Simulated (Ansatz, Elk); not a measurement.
# Bonding as seen by X-rays: K2HN, part 2 of 2

The structure of K2HN used here is made up (a known structure type with other elements) and was relaxed beforehand with PBEsol. The aim is the Fourier transform of its all-electron density, F(hkl), set beside the sum over free spherical atoms that refinements use.

Elk 11.2.3 (patched build); all-electron DFT.

So far: The starting structure; Ground state and structure factors; The highest occupied states alone.

The structure was built from a prototype and need not be the compound's stable phase.

**4. Another functional**

Level of this step: DFT, LDA (Perdew-Wang), all-electron APW+lo, Dirac cores, scalar-relativistic bands, static density, no spin (Elk).

The difference from free atoms is small, so it is set against the change that LDA (Perdew-Wang) makes.

The input, elk.in:

```
tasks
  0
  195

xctype
  3

spinpol
  .false.

rgkmax
  7.0

gmaxvr
  14.0

lmaxo
  7

lmaxapw
  8

swidth
  0.002

tshift
  .false.

ramdisk
  .false.

hmaxvr
  5.5

maxscl
  120

epspot
  1e-06

sppath
  './'

avec
  4.57689499561 2.64247155777 7.52919619985
  -4.57689499561 2.64247155777 7.52919619985
  -0.00000000000 -5.28494311553 7.52919619985

atoms
  3
  'K.in'
  2
  0.7637454646 0.7637454646 0.7637454646   0.000000 0.000000 0.000000
  0.2750392972 0.2750392972 0.2750392972   0.000000 0.000000 0.000000
  'N.in'
  1
  0.9859489775 0.9859489775 0.9859489775   0.000000 0.000000 0.000000
  'H.in'
  1
  0.0732995668 0.0732995668 0.0732995668   0.000000 0.000000 0.000000

ngridk
  6 6 6
```

Started as:

```console
$ OMP_NUM_THREADS=4 elk
```

Numbers of over 12 decimals in the logs are rounded to 6 here.

The program printed:

```text
┌─────────────────────────┐
│ Elk code version 11.2.3 │
└─────────────────────────┘

All units are atomic (Hartree, Bohr, etc.)

┌─────────────────────────────────────────────────┐
│ Ground-state run starting from atomic densities │
└─────────────────────────────────────────────────┘

Lattice vectors :
   4.576894996       2.642471558       7.529196200
  -4.576894996       2.642471558       7.529196200
  -0.000000000      -5.284943116       7.529196200

Reciprocal lattice vectors :
  0.6864026063      0.3962947295      0.2781698135
[...]
atom 2                    :    17.62766609     ( -0.3353181372E-05)
  species : 2 (N)
   atom 1                    :    3.985288052     (  0.3298248863E-03)
  species : 3 (H)
   atom 1                    :   0.3903524502     (   0.000000000    )
 total in muffin-tins        :    39.62107001
 total calculated charge     :    45.99959503
 total charge                :    46.00000000
 error                       :   0.4049651980E-03

┌──────────────────────────────┐
│ Self-consistent loop stopped │
└──────────────────────────────┘

Warning : core states of species 2 leak from the muffin-tin :   0.3298248863E-03

Wrote STATE.OUT
[key lines of the parts left out:]
total energy                :     -1256.1434517610
```

It took 88 s on 4 threads of Arm Neoverse V2, shared host; peak memory 0.18 GiB; 5.6 min of CPU time.

Against the first run R = 0.09 %; the largest change is -0.067 at 110.

**5. Basis size**

A smaller basis shows how fast F responds to it; the change is likely larger than the basis error of the first run, but doesn't show convergence.

Changes to elk.in since step 4:

```diff
@@ -5,3 +5,3 @@
 xctype
-  3
+  20
 
@@ -11,3 +11,3 @@
 rgkmax
-  7.0
+  5.5
```

Started as:

```console
$ OMP_NUM_THREADS=4 elk
```

The program printed:

```text
┌─────────────────────────┐
│ Elk code version 11.2.3 │
└─────────────────────────┘

All units are atomic (Hartree, Bohr, etc.)

┌─────────────────────────────────────────────────┐
│ Ground-state run starting from atomic densities │
└─────────────────────────────────────────────────┘

Lattice vectors :
   4.576894996       2.642471558       7.529196200
  -4.576894996       2.642471558       7.529196200
  -0.000000000      -5.284943116       7.529196200

Reciprocal lattice vectors :
  0.6864026063      0.3962947295      0.2781698135
[...]
atom 2                    :    17.64168988     ( -0.1013222590E-06)
  species : 2 (N)
   atom 1                    :    3.865389350     (  0.3106409592E-03)
  species : 3 (H)
   atom 1                    :   0.4002185436     (   0.000000000    )
 total in muffin-tins        :    39.53821748
 total calculated charge     :    45.99970153
 total charge                :    46.00000000
 error                       :   0.2984712398E-03

┌──────────────────────────────┐
│ Self-consistent loop stopped │
└──────────────────────────────┘

Warning : core states of species 2 leak from the muffin-tin :   0.3106409592E-03

Wrote STATE.OUT
[key lines of the parts left out:]
total energy                :     -1259.4170544874
```

It took 40 s on 4 threads; peak memory 0.18 GiB; 2.2 min of CPU time.

Against the first run R = 0.26 %; the largest change is -0.095 at 220.

**6. A coarser k-mesh**

About half the k-points along each axis test the sampling.

Changes to elk.in since step 5:

```diff
@@ -11,3 +11,3 @@
 rgkmax
-  5.5
+  7.0
 
@@ -62,2 +62,2 @@
 ngridk
-  6 6 6
+  3 3 3
```

Started as:

```console
$ OMP_NUM_THREADS=4 elk
```

The program printed:

```text
┌─────────────────────────┐
│ Elk code version 11.2.3 │
└─────────────────────────┘

All units are atomic (Hartree, Bohr, etc.)

┌─────────────────────────────────────────────────┐
│ Ground-state run starting from atomic densities │
└─────────────────────────────────────────────────┘

Lattice vectors :
   4.576894996       2.642471558       7.529196200
  -4.576894996       2.642471558       7.529196200
  -0.000000000      -5.284943116       7.529196200

Reciprocal lattice vectors :
  0.6864026063      0.3962947295      0.2781698135
[...]
atom 2                    :    17.64138275     ( -0.1013058952E-06)
  species : 2 (N)
   atom 1                    :    3.992618167     (  0.3153203251E-03)
  species : 3 (H)
   atom 1                    :   0.4026373466     (   0.000000000    )
 total in muffin-tins        :    39.66747881
 total calculated charge     :    45.99961172
 total charge                :    46.00000000
 error                       :   0.3882784422E-03

┌──────────────────────────────┐
│ Self-consistent loop stopped │
└──────────────────────────────┘

Warning : core states of species 2 leak from the muffin-tin :   0.3153203251E-03

Wrote STATE.OUT
[key lines of the parts left out:]
total energy                :     -1259.5579344387
```

Run time: 38 s. Hardware: 4 threads; peak memory 0.18 GiB.

Against the first run R = 0.00 %; the largest change is +0.004 at 003.

**7. Settings against the effect**

```csv
run,R against the first run (%),"R against neutral atoms, low angle (%)",wall time
"PBE, rgkmax 7",0.00,1.04,2.5 min
LDA (Perdew-Wang),0.09,0.87,88 s
rgkmax 5.5,0.26,0.88,40 s
k-mesh 3×3×3,0.00,1.04,38 s
```

**8. Outcome**

```yaml
r_against_neutral_atoms_sin_theta_lambda_0p3_a_minus1: 1.04 %
r_against_neutral_atoms_0p3_to_0p79_a_minus1: 0.31 %
```

In words: Independent neutral atoms miss the calculated amplitudes by R = 1.04 % below 0.3 Å⁻¹ and 0.31 % from there to 0.79 Å⁻¹; by shells, 3.29 % below 0.15 Å⁻¹ (3 forms), 0.48 % 0.15 to 0.3 (8 forms), 0.37 % 0.3 to 0.45 (23 forms), 0.30 % above 0.45 (115 forms). Bonding, aspherical density and the tables' own atoms all enter these figures, and the runs don't part them. The largest change of an amplitude is +0.73 electrons, at 003. R counts amplitudes alone; phases shift too. The window's part falls from 6.0 electrons at the origin to at most 0.42 between 0.45 and 0.79 Å⁻¹. Below 0.3 Å⁻¹ the changes that finished (LDA (Perdew-Wang), rgkmax 5.5 and k-mesh 3×3×3) move F by R = 0.36 % at most, against the 1.04 % that separates it from free atoms. Part of the difference isn't bonding: the tables are fits to free atoms and ions calculated by other methods than this functional. Thermal motion, anomalous dispersion and extinction are left out.

[Logs are printed without paths, hosts, clocks, repeated set-up lines and the standing remarks that a program may print on its own settings, such as how far it seeks lower states.]

[Hosts, paths, dates, database ids (printed as entryN), source tags and the programs' standing remarks are cut or masked in the printed files.]
